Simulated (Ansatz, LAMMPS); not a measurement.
# Mg2+ TFSI- in gamma-butyrolactone at 330 K (110 atoms), the geometry as built

4 gamma-butyrolactone, 2 Mg2+, 4 TFSI- placed at random, at 1.69 g/cm³; overlaps pushed apart, then 10 ps at 550 K with divalent ions of Li, Roberts, Chakravorty and Merz (J. Chem. Theory Comput. 9, 2733 (2013)); MMFF94 bonds, angles, torsions, charges and radii (Halgren, J. Comput. Chem. 17, 490 (1996)) in harmonic and 12-6 forms; charges of ions scaled by 0.8. Snapshot after 30 ps at 330 K and fixed volume.

This is the geometry as built. Method: Kohn-Sham DFT, PBEsol, PAW (set soft_2), plane waves (Ansatz 0.2.0); cutoff 420 eV, Γ point, fermi-dirac smearing of 0.025 eV; density 1.69 g/cm³.

Cell vectors (Å):

```
11.410 0.000 0.000
0.000 11.410 0.000
0.000 0.000 11.410
```

Positions (Å):

```
1 N 9.291 7.116 1.910
2 S 10.612 7.707 1.436
3 O 0.030 6.821 0.625
4 O 0.073 8.310 2.460
5 C 10.222 9.058 0.357
6 F 9.991 10.212 0.947
7 F 9.041 8.756 11.071
8 F 11.128 9.212 10.787
9 S 8.697 8.007 3.058
10 O 8.100 9.228 2.598
11 O 9.616 8.214 4.171
12 C 7.240 6.900 3.576
13 F 7.658 5.652 3.911
14 F 6.269 6.918 2.565
15 F 6.630 7.346 4.690
16 N 3.985 9.678 2.300
17 S 3.252 9.349 3.637
18 O 3.455 8.000 4.201
19 O 1.874 9.756 3.677
20 C 4.145 10.534 4.750
21 F 5.385 10.709 4.281
22 F 4.244 10.106 6.035
23 F 3.581 0.410 4.802
24 S 3.222 9.091 1.079
25 O 2.198 9.963 0.582
26 O 2.792 7.669 1.098
27 C 4.579 9.186 11.265
28 F 4.941 7.919 10.743
29 F 5.791 9.615 0.377
30 F 4.343 9.997 10.246
31 N 9.532 4.699 10.812
32 S 10.808 3.884 10.392
33 O 0.584 4.449 11.005
34 O 10.945 3.600 8.984
35 C 10.565 2.285 11.142
36 F 0.310 1.584 11.033
37 F 9.632 1.497 10.402
38 F 10.264 2.382 1.086
39 S 8.171 4.213 10.175
40 O 7.533 3.077 10.820
41 O 8.088 4.248 8.694
42 C 7.235 5.677 10.486
43 F 7.824 6.826 9.999
44 F 6.977 5.824 0.426
45 F 5.979 5.620 9.974
46 N 1.195 6.201 7.369
47 S 1.159 7.417 8.385
48 O 1.456 7.045 9.776
49 O 0.056 8.389 8.285
50 C 2.625 8.267 7.694
51 F 3.003 9.319 8.436
52 F 2.472 8.833 6.491
53 F 3.600 7.352 7.524
54 S 0.238 6.457 6.161
55 O 0.244 5.332 5.267
56 O 0.457 7.768 5.547
57 C 9.945 6.457 6.903
58 F 9.368 7.643 6.893
59 F 9.931 6.090 8.259
60 F 9.096 5.543 6.263
61 O 2.049 5.015 1.941
62 C 2.765 4.654 2.866
63 C 2.522 3.420 3.658
64 C 3.772 3.290 4.411
65 C 4.190 4.765 4.576
66 O 3.808 5.324 3.351
67 H 2.274 2.518 3.058
68 H 1.701 3.481 4.477
69 H 4.409 2.792 3.674
70 H 3.683 2.647 5.323
71 H 3.683 5.130 5.434
72 H 5.331 4.737 4.586
73 O 10.911 10.280 5.942
74 C 9.987 10.522 6.680
75 C 10.043 11.150 7.995
76 C 8.756 10.680 8.503
77 C 7.839 10.937 7.302
78 O 8.721 10.455 6.244
79 H 10.081 0.852 7.803
80 H 10.906 10.852 8.605
81 H 8.368 11.195 9.363
82 H 8.742 9.615 8.638
83 H 7.009 10.178 7.291
84 H 7.566 0.587 7.193
85 O 3.143 5.279 10.589
86 C 3.306 4.135 10.195
87 C 3.134 3.698 8.719
88 C 3.882 2.363 8.726
89 C 3.842 1.929 10.205
90 O 3.738 3.082 11.013
91 H 3.585 4.425 7.991
92 H 2.119 3.542 8.474
93 H 4.914 2.461 8.409
94 H 3.281 1.619 8.105
95 H 3.054 1.214 10.417
96 H 4.795 1.412 10.474
97 O 10.486 10.843 3.530
98 C 10.208 0.631 3.564
99 C 8.790 1.016 3.272
100 C 8.778 2.433 3.686
101 C 10.162 2.748 4.002
102 O 11.028 1.670 3.877
103 H 8.177 0.344 3.846
104 H 8.543 0.865 2.212
105 H 8.169 2.406 4.586
106 H 8.371 2.988 2.812
107 H 10.486 3.600 3.435
108 H 10.260 3.060 5.050
109 Mg 1.781 6.137 0.285
110 Mg 0.011 9.270 4.218
```

Q: Give the force and the charge of every atom.

Columns: atom, q, fx, fy, fz (forces in eV/Å, q the Löwdin charge in e).

```
1 -0.81 -0.148 -1.163 -0.257
2 2.23 4.064 -0.610 0.450
3 -0.79 -2.181 0.294 0.298
4 -0.81 -0.593 -0.043 -0.633
5 0.64 -2.129 1.456 -3.928
6 -0.17 0.560 -0.016 0.355
7 -0.24 1.123 -0.026 1.108
8 -0.18 0.067 -0.009 1.113
9 2.16 -1.755 1.509 1.386
10 -0.70 -0.575 -0.088 -0.252
11 -0.78 -0.783 -0.977 0.450
12 0.68 -1.624 -0.631 0.370
13 -0.20 -0.297 0.733 -1.234
14 -0.20 2.129 -0.325 1.739
15 -0.19 0.601 0.504 -0.725
16 -0.82 0.267 -0.357 0.501
17 2.17 0.866 -3.247 2.741
18 -0.69 0.315 2.123 -1.114
19 -0.81 -1.260 1.163 0.013
20 0.66 1.038 2.102 1.302
21 -0.19 -0.175 -0.208 0.074
22 -0.19 0.280 0.656 -1.612
23 -0.24 0.193 -1.979 -0.259
24 2.18 -1.645 -0.846 -2.000
25 -0.71 -0.140 0.473 -0.218
26 -0.81 1.146 1.127 0.569
27 0.65 4.550 -1.330 -1.467
28 -0.24 -1.508 1.771 0.777
29 -0.22 -1.644 -0.156 0.161
30 -0.17 -0.533 -0.102 0.574
31 -0.87 0.696 -0.333 0.384
32 2.23 -0.020 1.472 -1.601
33 -0.78 -0.020 -0.238 0.591
34 -0.71 0.022 -0.424 0.245
35 0.62 -0.012 -3.052 0.523
36 -0.20 -0.498 0.401 0.347
37 -0.23 1.382 1.698 1.959
38 -0.22 -0.030 -0.370 -2.181
39 2.17 -1.248 -0.953 -3.519
40 -0.72 0.214 0.625 0.303
41 -0.74 0.316 -0.603 1.787
42 0.64 -2.188 2.969 1.678
43 -0.21 -0.665 -1.740 0.669
44 -0.24 0.946 0.024 -0.976
45 -0.21 0.982 -0.477 -0.551
46 -0.85 -0.274 -0.362 0.838
47 2.16 -1.123 2.018 1.823
48 -0.77 0.236 0.033 -1.593
49 -0.71 1.453 -1.296 -0.288
50 0.65 1.404 1.279 -0.949
51 -0.21 0.036 -0.819 0.737
52 -0.20 -1.505 -0.933 0.350
53 -0.21 0.117 0.342 0.809
54 2.20 -0.242 -0.135 -1.675
55 -0.71 0.153 -0.194 0.027
56 -0.80 -0.434 -0.654 0.031
57 0.63 -2.837 -1.382 2.209
58 -0.17 -0.092 0.057 -0.729
59 -0.22 0.753 0.329 -2.286
60 -0.22 1.686 1.459 0.622
61 -0.47 0.616 0.374 -0.222
62 0.60 -1.384 -0.208 0.269
63 -0.33 -2.229 -0.861 1.308
64 -0.29 1.086 -0.782 0.439
65 -0.07 2.778 -3.176 -0.477
66 -0.20 -0.922 0.932 -1.058
67 0.23 -0.064 0.535 -0.072
68 0.22 0.475 0.593 -1.591
69 0.19 0.980 -0.134 0.362
70 0.19 0.271 0.691 -0.414
71 0.22 -0.380 1.291 0.876
72 0.21 -1.263 0.769 0.537
73 -0.46 1.091 -0.831 -0.413
74 0.59 0.014 1.066 -1.099
75 -0.33 1.148 0.606 0.497
76 -0.29 -2.297 1.027 0.161
77 -0.07 0.299 -2.135 0.571
78 -0.25 -0.155 0.358 -0.461
79 0.23 -0.063 -0.524 0.312
80 0.24 0.095 0.028 -0.258
81 0.22 -0.134 0.194 0.853
82 0.22 0.214 -0.821 0.496
83 0.22 0.090 1.111 -0.019
84 0.21 -0.105 -0.064 -0.352
85 -0.45 0.657 -1.180 0.410
86 0.59 0.384 -0.448 -0.409
87 -0.34 2.689 -0.076 1.057
88 -0.30 -1.617 -0.893 -0.097
89 -0.08 1.445 -1.156 -0.697
90 -0.23 -1.123 2.474 -1.349
91 0.22 -0.434 -0.186 0.799
92 0.25 -1.694 0.125 -0.107
93 0.21 0.348 -0.004 -0.351
94 0.20 1.073 0.553 0.466
95 0.22 -0.668 -0.054 0.221
96 0.22 -0.324 0.321 0.021
97 -0.48 1.213 1.429 -0.184
98 0.58 -0.282 -1.838 -0.773
99 -0.33 1.204 -0.402 -0.534
100 -0.31 -2.384 -0.214 -0.864
101 -0.09 0.790 3.098 1.926
102 -0.22 -0.651 -3.029 -0.926
103 0.24 -0.551 -0.514 0.338
104 0.24 0.209 -0.252 -0.028
105 0.21 -0.516 1.037 0.148
106 0.22 -0.049 0.423 0.928
107 0.23 0.783 0.529 -0.651
108 0.22 -0.001 0.263 0.176
109 1.61 0.209 -0.379 -0.300
110 1.61 -0.287 -0.206 0.670
```

The force components of 1.1 eV/Å r.m.s. hold both thermal displacement and the mismatch between the potential that made the cell and DFT, above all in bond lengths inside molecules. The network of contacts between molecules at the start is that of the classical potential that made the cell, and needn't be the one that DFT or experiment would give. The functional has no dispersion term, which matters for the binding between molecules or layers. The density was typed from a rule of thumb and may lie off the real one at this temperature. Only the Γ point is sampled, in a cell whose shortest periodic width is 11 Å. The Löwdin charges lack the electrons that the projection spills, 0.069 e an atom on average.

The r.m.s. force component is 1.15 eV/Å; the longest force, 4.96 eV/Å, acts on C27.

[Logs are printed without paths, hosts, clocks, repeated set-up lines and the standing remarks that a program may print on its own settings, such as how far it seeks lower states.]

[Hosts, paths, dates, database ids (printed as entryN), source tags and the programs' standing remarks are cut or masked in the printed files.]

[The MMFF94 radii named for the starting cell were scaled by 0.96; in molecules described by MMFF94, hydrogen bound to N, O or S took a small fixed 12-6 site in their place.]
